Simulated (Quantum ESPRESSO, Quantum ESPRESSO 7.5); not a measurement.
# In2Se2, 2 layers, AA' stacking: a series in biaxial strain

Aim: how the results for In2Se2, 2 layers, AA' stacking change with biaxial strain.

Method: plane-wave DFT, PBE, GBRV ultrasoft pseudopotentials (geometry by pw.x at PBE-D3(BJ), GBRV ultrasoft), in Quantum ESPRESSO 7.5.

Report form: the programs' logs are mostly left out.

### Step 1. The structure

The cell holds 8 atoms: 4 Se and 4 In. Its edges and angles: a = 4.134 Å, b = 4.134 Å, c = 28.486 Å, α = 90.0°, β = 90.0°, γ = 120.0°. It derives from In2Se2. Vacuum lies along c.

Set-up: Cell and atoms are first relaxed with a D3(BJ) correction; each strained cell is then held and the atoms relax in it. A periodic run with 15 Å of vacuum in the starting cell gives the vacuum levels, and bands follow along a path.

Members -2, -1, 0, 1 and 2 took the same steps and show in the table alone.

### Step 2. Variable-cell relaxation of the reference

What the set-up leaves free in this member is relaxed.

Input file ref.relax.in:

```
&control
  prefix = 'ref.relax'
  outdir = './out'
  pseudo_dir = './pseudo'
  nstep = 80
  forc_conv_thr = 0.0004
  calculation = 'vc-relax'
  etot_conv_thr = 1e-06
/
&system
  ibrav = 0
  nat = 8
  ntyp = 2
  ecutwfc = 50
  ecutrho = 250
  vdw_corr = 'grimme-d3'
  dftd3_version = 4
  occupations = 'smearing'
  smearing = 'fd'
  degauss = 0.004
/
&electrons
  conv_thr = 1e-09
  mixing_beta = 0.4
  electron_maxstep = 120
  mixing_mode = 'plain'
/
&ions
/
&cell
  cell_dofree = '2Dxy'
  press_conv_thr = 0.3
/
ATOMIC_SPECIES
  Se  78.9710  se_pbe_v1.uspp.F.UPF
  In  114.8180  in_pbe_v1.4.uspp.F.UPF
CELL_PARAMETERS angstrom
  4.13400000000000 0.00000000000000 0.00000000000000
  -2.06700000000000 3.58014901924487 0.00000000000000
  0.00000000000000 0.00000000000000 28.48581892826889
ATOMIC_POSITIONS crystal
  Se  0.333333333300 0.666666666700 0.263288902414
  In  0.000000000000 0.000000000000 0.303710936093
  In  0.000000000000 0.000000000000 0.403409667140
  Se  0.333333333300 0.666666666700 0.443831700818
  Se  0.000000000000 0.000000000000 0.556168299182
  In  0.333333333300 0.666666666700 0.596590332860
  In  0.333333333300 0.666666666700 0.696289063907
  Se  0.000000000000 0.000000000000 0.736711097586
K_POINTS automatic
  12 12 1 0 0 0
```

The run is started by

```sh
> OMP_NUM_THREADS=1 mpirun -n 4 pw.x -nk 4 -in ref.relax.in > ref.relax.out
```

Wall time 40 min (4 MPI ranks of Arm Neoverse V2, shared host); peak memory 1.6 GiB; 2.6 h of CPU time.

The steps of the relaxation (22 of 27):

```
step  energy less that of the first step (eV)  largest force (eV/Å)  volume (Å³)
   1                                   0.0000                0.6252       421.60
   2                                  -0.0413                0.3995       421.34
   3                                  -0.0732                0.2371       420.36
   5                                  -0.1056                0.2516       415.59
   6                                  -0.1174                0.2561       413.21
   7                                  -0.1332                0.2219       409.64
   8                                  -0.1491                0.1430       404.32
  10                                  -0.1538                0.0429       400.51
  11                                  -0.1542                0.0414       400.71
  12                                  -0.1547                0.0346       401.01
  13                                  -0.1551                0.0215       401.36
  15                                  -0.1552                0.0127       401.51
  16                                  -0.1552                0.0141       401.49
  17                                  -0.1552                0.0173       401.45
  18                                  -0.1553                0.0235       401.39
  20                                  -0.1556                0.0401       401.20
  21                                  -0.1558                0.0470       401.04
  22                                  -0.1561                0.0491       400.84
  23                                  -0.1564                0.0382       400.65
  25                                  -0.1566                0.0049       400.71
  26                                  -0.1566                0.0012       400.74
  27                                  -0.1551                0.0020       400.74
```

```
cell as run  before  after  change
      a (Å)   4.134  4.030  -2.5 %
      b (Å)   4.134  4.030  -2.5 %
```

The atoms that moved most (Å, along periodic axes as changes of fractional coordinates times the final cell, across vacuum about the mean position):

```
atom     dx     dy      dz  length
 Se8  0.000  0.000   0.157   0.157
 Se1  0.000  0.000  -0.157   0.157
 Se5  0.000  0.000  -0.076   0.076
 Se4  0.000  0.000   0.076   0.076
 In6  0.000  0.000   0.062   0.062
 In3  0.000  0.000  -0.062   0.062
 In7  0.000  0.000   0.016   0.016
 In2  0.000  0.000  -0.016   0.016
```

 The last row is no step: it is a fresh SCF in the final cell with a new plane-wave basis, +2 meV from the row before.

This step gave:

```
free energy  : -9643.4077 eV
Fermi energy : 1.669 eV
```

### Step 3. Relaxation with pw.x, -4 %

Input file m0.relax.in:

```
&control
  prefix = 'm0.relax'
  outdir = './out'
  pseudo_dir = './pseudo'
  nstep = 40
  forc_conv_thr = 0.0003
  calculation = 'relax'
  tstress = .true.
/
&system
  ibrav = 0
  nat = 8
  ntyp = 2
  ecutwfc = 50
  ecutrho = 250
  vdw_corr = 'grimme-d3'
  dftd3_version = 4
  occupations = 'smearing'
  smearing = 'fd'
  degauss = 0.002
/
&electrons
  conv_thr = 1e-09
  mixing_beta = 0.4
  electron_maxstep = 120
  mixing_mode = 'plain'
/
&ions
/
ATOMIC_SPECIES
  Se  78.9710  se_pbe_v1.uspp.F.UPF
  In  114.8180  in_pbe_v1.4.uspp.F.UPF
CELL_PARAMETERS angstrom
  3.86923104672000 0.00000000000000 0.00000000000000
  -1.93461552288000 3.35085237984000 0.00000000000000
  0.00000000000000 0.00000000000000 28.48581892800000
ATOMIC_POSITIONS crystal
  Se  0.333333333300 0.666666666700 0.257762340200
  In  0.000000000000 0.000000000000 0.303148213300
  In  0.000000000000 0.000000000000 0.401242904200
  Se  0.333333333300 0.666666666700 0.446501148800
  Se  0.000000000000 0.000000000000 0.553498851200
  In  0.333333333300 0.666666666700 0.598757095800
  In  0.333333333300 0.666666666700 0.696851786700
  Se  0.000000000000 0.000000000000 0.742237659800
K_POINTS automatic
  12 12 1 0 0 0
```

The run is started by

```sh
> OMP_NUM_THREADS=1 mpirun -n 4 pw.x -nk 4 -in m0.relax.in > m0.relax.out
```

The job ended after 30 min (4 MPI ranks; peak memory 1.4 GiB; 2 h of CPU time).

The steps of the relaxation:

```
step  energy less that of the first step (eV)  largest force (eV/Å)
   1                                   0.0000                0.7346
   2                                  -0.0648                0.4681
   3                                  -0.0960                0.2426
   4                                  -0.1025                0.1642
   5                                  -0.1070                0.2003
   6                                  -0.1118                0.1826
   7                                  -0.1166                0.0944
   8                                  -0.1173                0.0415
   9                                  -0.1175                0.0316
  10                                  -0.1177                0.0496
  11                                  -0.1179                0.0610
  12                                  -0.1183                0.0717
  13                                  -0.1190                0.0815
  14                                  -0.1199                0.0896
  15                                  -0.1212                0.0941
  16                                  -0.1229                0.0915
  17                                  -0.1245                0.0753
  18                                  -0.1254                0.0406
  19                                  -0.1255                0.0223
  20                                  -0.1256                0.0043
```

The atoms that moved most (Å):

```
atom     dx     dy      dz  length
 Se1  0.000  0.000  -0.189   0.189
 Se8  0.000  0.000   0.189   0.189
 In6  0.000  0.000   0.111   0.111
 In3  0.000  0.000  -0.111   0.111
 In2  0.000  0.000  -0.101   0.101
 In7  0.000  0.000   0.101   0.101
 Se5  0.000  0.000   0.021   0.021
 Se4  0.000  0.000  -0.021   0.021
```

Final coordinates:

```cif
data_structure
_symmetry_space_group_name_H-M 'P 1'
_symmetry_Int_Tables_number 1
_cell_length_a 3.8692
_cell_length_b 3.8692
_cell_length_c 28.4858
_cell_angle_alpha 90.000
_cell_angle_beta 90.000
_cell_angle_gamma 120.000
_cell_volume 369.32
loop_
_atom_site_label
_atom_site_type_symbol
_atom_site_fract_x
_atom_site_fract_y
_atom_site_fract_z
_atom_site_occupancy
Se1 Se 0.33333 0.66667 0.25113 1
In2 In 0.00000 0.00000 0.29962 1
In3 In 0.00000 0.00000 0.39733 1
Se4 Se 0.33333 0.66667 0.44575 1
Se5 Se 0.00000 0.00000 0.55425 1
In6 In 0.33333 0.66667 0.60267 1
In7 In 0.33333 0.66667 0.70038 1
Se8 Se 0.00000 0.00000 0.74887 1
```

The relaxation lowers the energy by 16 meV an atom.

Read from the output:

- free energy: -9643.2058 eV
- Fermi energy: 2.139 eV

### Step 4. Self-consistent run, -4 %

The self-consistent run of this member.

Level of this step: plane-wave DFT, PBE, GBRV ultrasoft pseudopotentials (Quantum ESPRESSO 7.5).

Input file m0.scf.in:

```
&control
  prefix = 'm0.scf'
  outdir = './out'
  pseudo_dir = './pseudo'
  calculation = 'scf'
  tprnfor = .true.
/
&system
  ibrav = 0
  nat = 8
  ntyp = 2
  ecutwfc = 40
  ecutrho = 200
  occupations = 'smearing'
  smearing = 'fd'
  degauss = 0.002
  nbnd = 42
/
&electrons
  conv_thr = 1e-09
  mixing_beta = 0.4
  electron_maxstep = 120
  mixing_mode = 'plain'
/
ATOMIC_SPECIES
  Se  78.9710  se_pbe_v1.uspp.F.UPF
  In  114.8180  in_pbe_v1.4.uspp.F.UPF
CELL_PARAMETERS angstrom
  3.86923104672000 0.00000000000000 0.00000000000000
  -1.93461552288000 3.35085237984000 0.00000000000000
  0.00000000000000 0.00000000000000 28.48581892800000
ATOMIC_POSITIONS crystal
  Se  0.333333333300 0.666666666700 0.251129341600
  In  0.000000000000 0.000000000000 0.299616213900
  In  0.000000000000 0.000000000000 0.397332142800
  Se  0.333333333300 0.666666666700 0.445751333200
  Se  0.000000000000 0.000000000000 0.554248666800
  In  0.333333333300 0.666666666700 0.602667857200
  In  0.333333333300 0.666666666700 0.700383786100
  Se  0.000000000000 0.000000000000 0.748870658400
K_POINTS automatic
  12 12 1 0 0 0
```

The run is started by

```sh
> OMP_NUM_THREADS=1 mpirun -n 4 pw.x -nk 4 -in m0.scf.in > m0.scf.out
```

Wall time 70 s (4 MPI ranks); peak memory 0.98 GiB; 4.7 min of CPU time.

Read from the output:

```
free energy                          : -9640.8805 eV
Fermi energy                         : 2.34 eV
valence top, on the run's zero       : 1.362 eV
conduction bottom, on the run's zero : 3.046 eV
gap by band count                    : 1.684 eV
```

### Step 5. Potential by pp.x, -4 %

plot_num = 11 writes the bare and Hartree potential, from which vacuum levels or, in a crystal, the mean potential are read.

Input file m0.pot.in:

```
&inputpp
  prefix = 'm0.scf'
  outdir = './out'
  filplot = 'm0.pot.dat'
  plot_num = 11
/
```

The run is started by

```sh
> OMP_NUM_THREADS=1 mpirun -n 4 pp.x -in m0.pot.in > m0.pot.out
```

Wall time 1.1 s (4 MPI ranks); peak memory 0.13 GiB; 4 s of CPU time.

Numbers from this step:

* slope of the potential above: 1.06e-4 eV/Å
* upper vacuum line continued to the top atoms, over the valence top: 5.870 eV
* slope of the potential below: -3.22e-5 eV/Å
* lower vacuum line continued to the bottom atoms, over the valence top: 5.870 eV
* vacuum level at the upper face over the valence top of the mesh: 5.870 eV
* vacuum level at the lower face over the valence top of the mesh: 5.870 eV

The potential energy, planar mean oscillates, so the rows of the table below give means over windows of 2.11 Å about each position, cut where the curve ends. Its maxima inside the range that stand out by 2 % of the span (Å: eV): 7.9: -6.56, 10.0: 2.75, 12.1: -6.66, 14.3: 5.04, 16.4: -6.66, 18.5: 2.75, 20.6: -6.56. Its minima: 7.2: -10.6, 8.6: -10.2, 11.4: -10.3, 12.7: -10.7, 15.8: -10.7, 17.1: -10.3, 19.9: -10.2, 21.3: -10.6.

Electrostatic potential energy of an electron; zero at the highest filled level of the SCF mesh. Potential energy, planar mean against z; means over each step:

```
z (Å)  potential energy, planar mean (eV)
 1.05                                5.87
 3.17                                5.87
 5.28                                5.31
 7.39                               -6.94
 9.50                               -2.10
11.61                               -7.95
13.72                               0.635
15.83                               -5.81
17.94                               -2.97
20.05                               -7.00
22.16                              -0.506
24.27                                5.85
26.38                                5.87
```

### Step 6. Bands along a path, -4 %

Bands along a path place the edges.

m0.bands.in, as its differences from the input of step 4:

```diff
@@ -1,7 +1,6 @@
 &control
-  prefix = 'm0.scf'
+  prefix = 'm0.bands'
   outdir = './out'
   pseudo_dir = './pseudo'
-  calculation = 'scf'
-  tprnfor = .true.
+  calculation = 'bands'
 /
@@ -16,6 +15,6 @@
   degauss = 0.002
-  nbnd = 42
+  nbnd = 44
 /
 &electrons
-  conv_thr = 1e-09
+  conv_thr = 1e-07
   mixing_beta = 0.4
@@ -40,3 +39,7 @@
   Se  0.000000000000 0.000000000000 0.748870658400
-K_POINTS automatic
-  12 12 1 0 0 0
+K_POINTS crystal_b
+4
+  0.0000000000 0.0000000000 0.0000000000 12
+  0.5000000000 0.0000000000 0.0000000000 12
+  0.3333333333 0.3333333333 0.0000000000 12
+  0.0000000000 0.0000000000 0.0000000000 1
```

The run is started by

```sh
> cp -r out/m0.scf.save out/m0.bands.save
> cp out/m0.scf.xml out/m0.bands.xml
> OMP_NUM_THREADS=1 mpirun -n 4 pw.x -nk 4 -in m0.bands.in > m0.bands.out
```

The job ended after 1.9 min (4 MPI ranks; peak memory 0.61 GiB; 7.7 min of CPU time).

Band numbers count within the set of bands kept for display. Electronic bands along the path, in eV, zero at the highest filled level of the SCF mesh; v1 is the highest filled band, c1 the lowest empty one:

```
  point     v4     v3     v2     v1    c1    c2    c3    c4
      Γ  -0.16  -0.11  -0.11  -0.10  1.68  2.37  3.29  3.40
halfway  -0.76  -0.67  -0.47  -0.17  2.83  2.85  2.98  3.19
      M  -1.33  -1.24  -1.13  -1.08  2.00  2.04  2.40  2.52
halfway  -1.64  -1.52  -1.26  -1.04  2.39  2.40  2.60  2.91
      K  -1.58  -1.58  -1.16  -1.16  2.06  2.33  3.00  3.00
halfway  -1.31  -1.21  -0.44  -0.26  3.02  3.14  3.28  3.42
      Γ  -0.16  -0.11  -0.11  -0.10  1.68  2.37  3.29  3.40
```

Along this path the valence top lies between K and Γ and the conduction bottom at Γ.

### Step 7. Relaxation with pw.x, -3 %

Level of this step: plane-wave DFT, PBE-D3(BJ), GBRV ultrasoft pseudopotentials (Quantum ESPRESSO 7.5).

Input file m1.relax.in:

```
&control
  prefix = 'm1.relax'
  outdir = './out'
  pseudo_dir = './pseudo'
  nstep = 40
  forc_conv_thr = 0.0003
  calculation = 'relax'
  tstress = .true.
/
&system
  ibrav = 0
  nat = 8
  ntyp = 2
  ecutwfc = 50
  ecutrho = 250
  vdw_corr = 'grimme-d3'
  dftd3_version = 4
  occupations = 'smearing'
  smearing = 'fd'
  degauss = 0.002
/
&electrons
  conv_thr = 1e-09
  mixing_beta = 0.4
  electron_maxstep = 120
  mixing_mode = 'plain'
/
&ions
/
ATOMIC_SPECIES
  Se  78.9710  se_pbe_v1.uspp.F.UPF
  In  114.8180  in_pbe_v1.4.uspp.F.UPF
CELL_PARAMETERS angstrom
  3.90953553679000 0.00000000000000 0.00000000000000
  -1.95476776791000 3.38575709213000 0.00000000000000
  0.00000000000000 0.00000000000000 28.48581892800000
ATOMIC_POSITIONS crystal
  Se  0.333333333300 0.666666666700 0.257762340200
  In  0.000000000000 0.000000000000 0.303148213300
  In  0.000000000000 0.000000000000 0.401242904200
  Se  0.333333333300 0.666666666700 0.446501148800
  Se  0.000000000000 0.000000000000 0.553498851200
  In  0.333333333300 0.666666666700 0.598757095800
  In  0.333333333300 0.666666666700 0.696851786700
  Se  0.000000000000 0.000000000000 0.742237659800
K_POINTS automatic
  12 12 1 0 0 0
```

The run is started by

```sh
> OMP_NUM_THREADS=1 mpirun -n 4 pw.x -nk 4 -in m1.relax.in > m1.relax.out
```

The job ended after 27 min (4 MPI ranks; peak memory 1.4 GiB; 1.8 h of CPU time).

Step by step:

```
step  energy less that of the first step (eV)  largest force (eV/Å)
   1                                   0.0000                0.5282
   2                                  -0.0336                0.3430
   3                                  -0.0508                0.1874
   4                                  -0.0549                0.1197
   5                                  -0.0570                0.1433
   6                                  -0.0595                0.1343
   7                                  -0.0623                0.0871
   8                                  -0.0631                0.0316
   9                                  -0.0632                0.0241
  10                                  -0.0633                0.0314
  11                                  -0.0635                0.0449
  12                                  -0.0638                0.0574
  13                                  -0.0642                0.0689
  14                                  -0.0647                0.0783
  15                                  -0.0656                0.0832
  16                                  -0.0666                0.0782
  17                                  -0.0675                0.0519
  18                                  -0.0677                0.0265
  19                                  -0.0678                0.0076
```

The atoms that moved most (Å):

```
atom     dx     dy      dz  length
 Se1  0.000  0.000  -0.144   0.144
 Se8  0.000  0.000   0.144   0.144
 In3  0.000  0.000  -0.085   0.085
 In6  0.000  0.000   0.085   0.085
 In2  0.000  0.000  -0.077   0.077
 In7  0.000  0.000   0.077   0.077
 Se5  0.000  0.000   0.018   0.018
 Se4  0.000  0.000  -0.018   0.018
```

The relaxation lowers the energy by 8 meV an atom.

This step gave:

- free energy: -9643.2967 eV
- Fermi energy: 1.906 eV

### Step 8. Self-consistent run, -3 %

Level of this step: plane-wave DFT, PBE, GBRV ultrasoft pseudopotentials (Quantum ESPRESSO 7.5).

Input file m1.scf.in:

```
&control
  prefix = 'm1.scf'
  outdir = './out'
  pseudo_dir = './pseudo'
  calculation = 'scf'
  tprnfor = .true.
/
&system
  ibrav = 0
  nat = 8
  ntyp = 2
  ecutwfc = 40
  ecutrho = 200
  occupations = 'smearing'
  smearing = 'fd'
  degauss = 0.002
  nbnd = 42
/
&electrons
  conv_thr = 1e-09
  mixing_beta = 0.4
  electron_maxstep = 120
  mixing_mode = 'plain'
/
ATOMIC_SPECIES
  Se  78.9710  se_pbe_v1.uspp.F.UPF
  In  114.8180  in_pbe_v1.4.uspp.F.UPF
CELL_PARAMETERS angstrom
  3.90953553679000 0.00000000000000 0.00000000000000
  -1.95476776791000 3.38575709213000 0.00000000000000
  0.00000000000000 0.00000000000000 28.48581892800000
ATOMIC_POSITIONS crystal
  Se  0.333333333300 0.666666666700 0.252722888600
  In  0.000000000000 0.000000000000 0.300430403500
  In  0.000000000000 0.000000000000 0.398256276400
  Se  0.333333333300 0.666666666700 0.445873696500
  Se  0.000000000000 0.000000000000 0.554126303500
  In  0.333333333300 0.666666666700 0.601743723600
  In  0.333333333300 0.666666666700 0.699569596500
  Se  0.000000000000 0.000000000000 0.747277111400
K_POINTS automatic
  12 12 1 0 0 0
```

The run is started by

```sh
> OMP_NUM_THREADS=1 mpirun -n 4 pw.x -nk 4 -in m1.scf.in > m1.scf.out
```

Wall time 68 s (4 MPI ranks); peak memory 0.98 GiB; 4.5 min of CPU time.

This step gave:

```
free energy                          : -9641.0061 eV
Fermi energy                         : 2.184 eV
valence top, on the run's zero       : 1.283 eV
conduction bottom, on the run's zero : 2.822 eV
gap by band count                    : 1.538 eV
```

[end of part 1 of 2]

[Logs are printed without paths, hosts, clocks, repeated set-up lines and the standing remarks that a program may print on its own settings, such as how far it seeks lower states.]

[Hosts, paths, dates, database ids (printed as entryN), source tags and the programs' standing remarks are cut or masked in the printed files.]

[Maps of the electrostatic potential energy from Ansatz leave out the sawtooth potential of an applied field or a dipole correction, so their vacuum need not be flat; planar profiles and work functions include it.]
